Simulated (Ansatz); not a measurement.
# CdCu2GeSe4 (I-42m): the r2SCAN gap against the wavefunction cutoff

Wanted: the cheapest wavefunction cutoff that holds the r2SCAN gap of CdCu2GeSe4 (I-42m).

Program: Ansatz 0.2.0. Level of theory: DFT, r2SCAN, plane waves, PAW; PAW set soft_1. Results are calculated unless marked as measured.

Most raw output is cut from this account.

### Step 1. Starting point

Symmetry: I-42m, No. 121, tetragonal system. Conventional cell: a = 5.748 Å, b = 5.748 Å, c = 11.053 Å, α = 90.00°, β = 90.00°, γ = 90.00°. Nearest to Cd lie 4 Se at 2.65 Å. Nearest to Cu lie 4 Se at 2.41 Å. Ge has 4 Se at 2.38 Å nearest. Nearest to Se lie 1 Ge at 2.38 Å and 2 Cu at 2.41 Å and 1 Cd at 2.65 Å. Farther neighbours and most contacts between anions are not listed.

The cell and positions come from the Crystallography Open Database and are kept as given unless a step says otherwise.

### Step 2. Wavefunction cutoff: 220 eV

Contents of input.yaml:

```yaml
crystal:
  lattice:
    - [-2.8741, 2.8741, 5.52665]
    - [2.8741, -2.8741, 5.52665]
    - [2.8741, 2.8741, -5.52665]
  atoms:
    - { symbol: Cd, position: [0.0, 0.0, 0.0] }
    - { symbol: Cu, position: [0.25, 0.75, 0.5] }
    - { symbol: Cu, position: [0.75, 0.25, 0.5] }
    - { symbol: Ge, position: [0.5, 0.5, 0.0] }
    - { symbol: Se, position: [0.4042, 0.4042, 0.541] }
    - { symbol: Se, position: [0.5958, 0.1368, 0.0] }
    - { symbol: Se, position: [0.8632, 0.8632, 0.459] }
    - { symbol: Se, position: [0.1368, 0.5958, 0.0] }
kpoints:
  mp_grid: { grid: [6, 6, 6] }
  band_path:
    path:
      - [0.0, 0.0, 0.0]
      - [0.0, 0.0, 0.5]
      - [0.25, 0.25, 0.25]
      - [0.0, 0.5, 0.0]
      - [0.5, 0.5, -0.5]
      - [0.31761139, 0.68238861, -0.31761139]
      - [-0.31761139, 0.31761139, 0.31761139]
      - [-0.13522277, 0.13522277, 0.5]
    npoints: 1
hamiltonian:
  xc: r2scan
  pseudopotentials: { kind: paw, azcp: { folder: soft_1 } }
scf:
  occupations: { method: fermi_dirac, width: 0.02 }
  n_extra_bands: 6
  max_iter: 80
output:
  eigenvalues: true
  forces: true
  stress: true
basis:
  ecutwfc: 220.0
```

Launch:

```
> ansatz run input.yaml --threads 24 --pin off --max-ram 82944MiB --backend cuda --events-out ev --progress --plain --runs-dir out --devices 1 --max-vram 78GiB
```

It took 1.7 s on 1 × NVIDIA GB200 (shared by 2 runs) with 24 threads of Arm Neoverse V2, shared host; peak memory 1.1 GiB; 4.3 s of CPU time.

Numbers from this step:

```yaml
pressure: 2.284 GPa
gap: 0.4217 eV
valence_top_at: Γ
conduction_bottom_at: Γ
least_direct_gap: 0.4217 eV
```

The gap is direct, at Γ.

### Step 3. Wavefunction cutoff: 350 eV

Edit input.yaml of step 2 so:

```diff
@@ -31,3 +31,3 @@
 scf:
-  occupations: { method: fermi_dirac, width: 0.02 }
+  occupations: { method: fixed }
   n_extra_bands: 6
@@ -39,2 +39,2 @@
 basis:
-  ecutwfc: 220.0
+  ecutwfc: 350.0
```

The job ended after 2.9 s (1 × NVIDIA GB200 (shared by 2 runs) with 24 threads; peak memory 1.2 GiB).

Numbers from this step:

| Quantity | Value |
| --- | --- |
| pressure | 0.9211 GPa |
| gap | 0.2399 eV |
| valence top at | Γ |
| conduction bottom at | Γ |
| least direct gap | 0.2399 eV |

The gap is 0.240 eV, −0.182 eV from the run before at this level.

### Step 4. Wavefunction cutoff: 500 eV (the default)

input.yaml, the sections that differ from step 3:

```yaml
kpoints:
  mp_grid: { grid: [6, 6, 6] }
  band_path:
    path:
      - [[0.0, 0.0, 0.0], [0.0, 0.0, 0.5], [0.25, 0.25, 0.25], [0.0, 0.5, 0.0], [0.0, 0.0, 0.0], [0.5, 0.5, -0.5], [0.31761139, 0.68238861, -0.31761139]]
      - [[-0.31761139, 0.31761139, 0.31761139], [0.0, 0.0, 0.0]]
      - [[0.0, 0.0, 0.5], [-0.13522277, 0.13522277, 0.5]]
      - [[0.5, 0.5, -0.13522277], [0.5, 0.5, -0.5]]
    npoints: 10
scf:
  occupations: { method: fermi_dirac, width: 0.02 }
  n_extra_bands: 6
# crystal, hamiltonian, output: as in step 3
# basis: removed
```

Run time: 2.8 s. Hardware: 1 × NVIDIA GB200 (shared by 2 runs) with 24 threads; peak memory 1.4 GiB.

Numbers from this step:

| Item | Value |
| --- | --- |
| pressure | 0.8737 GPa |
| gap | 0.2451 eV |
| valence top at | Γ |
| conduction bottom at | Γ |
| least direct gap | 0.2451 eV |

The gap is 0.245 eV, +0.005 eV from the run before at this level.

### Step 5. Wavefunction cutoff: 750 eV

input.yaml, the sections that differ from step 4:

```yaml
kpoints:
  mp_grid: { grid: [6, 6, 6] }
  band_path:
    path:
      - [0.0, 0.0, 0.0]
      - [0.0, 0.0, 0.5]
      - [0.25, 0.25, 0.25]
      - [0.0, 0.5, 0.0]
      - [0.5, 0.5, -0.5]
      - [0.31761139, 0.68238861, -0.31761139]
      - [-0.31761139, 0.31761139, 0.31761139]
      - [-0.13522277, 0.13522277, 0.5]
    npoints: 1
scf:
  occupations: { method: fixed }
  n_extra_bands: 6
  max_iter: 80
basis:
  ecutwfc: 750.0
# crystal, hamiltonian, output: as in step 4
```

Run time: 2.6 s. Hardware: 1 × NVIDIA GB200 (shared by 2 runs) with 24 threads; peak memory 1.7 GiB.

This step gave:

```
pressure             : 0.8710 GPa
gap                  : 0.2452 eV
valence top at       : Γ
conduction bottom at : Γ
least direct gap     : 0.2452 eV
```

The gap is 0.245 eV, as in the run before at this level.

### Step 6. The series

Differences are against the last row; a negative gap means that bands overlap, and a run with a band path holds that path's time. Times are wall times on 1 × NVIDIA GB200 (shared by 2 runs) with 24 threads of Arm Neoverse V2, shared host, good to a factor of about two.

```
wavefunction cutoff  gap (eV)  direct gap (eV)  gap error (eV)  energy error (meV/atom)  irreducible k   time
             220 eV     0.422            0.422          +0.176                  +2678.2             30  1.7 s
             350 eV     0.240            0.240          −0.005                     +9.2             30  2.9 s
             500 eV     0.245            0.245         −0.0002                     +1.6             30  2.8 s
             750 eV     0.245            0.245          +0.000                     +0.0             30  2.6 s
```

### Step 7. Summary of results

* 220 eV: 0.422 eV
* 350 eV: 0.240 eV
* 500 eV: 0.245 eV
* 750 eV: 0.245 eV

What this shows: The gap holds to 0.02 eV from 350 eV on. At 220 eV the gap is off by +0.176 eV and the energy by +2678 meV/atom. The runs have no spin polarisation. For a closed low-spin shell that is the natural state; where a d or f shell is open it is a constraint, and the gap is then not the crystal's own.

[Paths, hosts, dates, memory and timing lines, banners, echoed tables and standing remarks are left out of the program output.]

[Logs are printed without paths, hosts, clocks, repeated set-up lines and the standing remarks that a program may print on its own settings, such as how far it seeks lower states.]

[Runs of the session that timed out or met a known fault of the program may be left out.]

[Cells called generated may have been cut or substituted from an entry of the Crystallography Open Database or the Materials Project.]

[Hosts, paths, dates, database ids (printed as entryN), source tags and the programs' standing remarks are cut or masked in the printed files.]
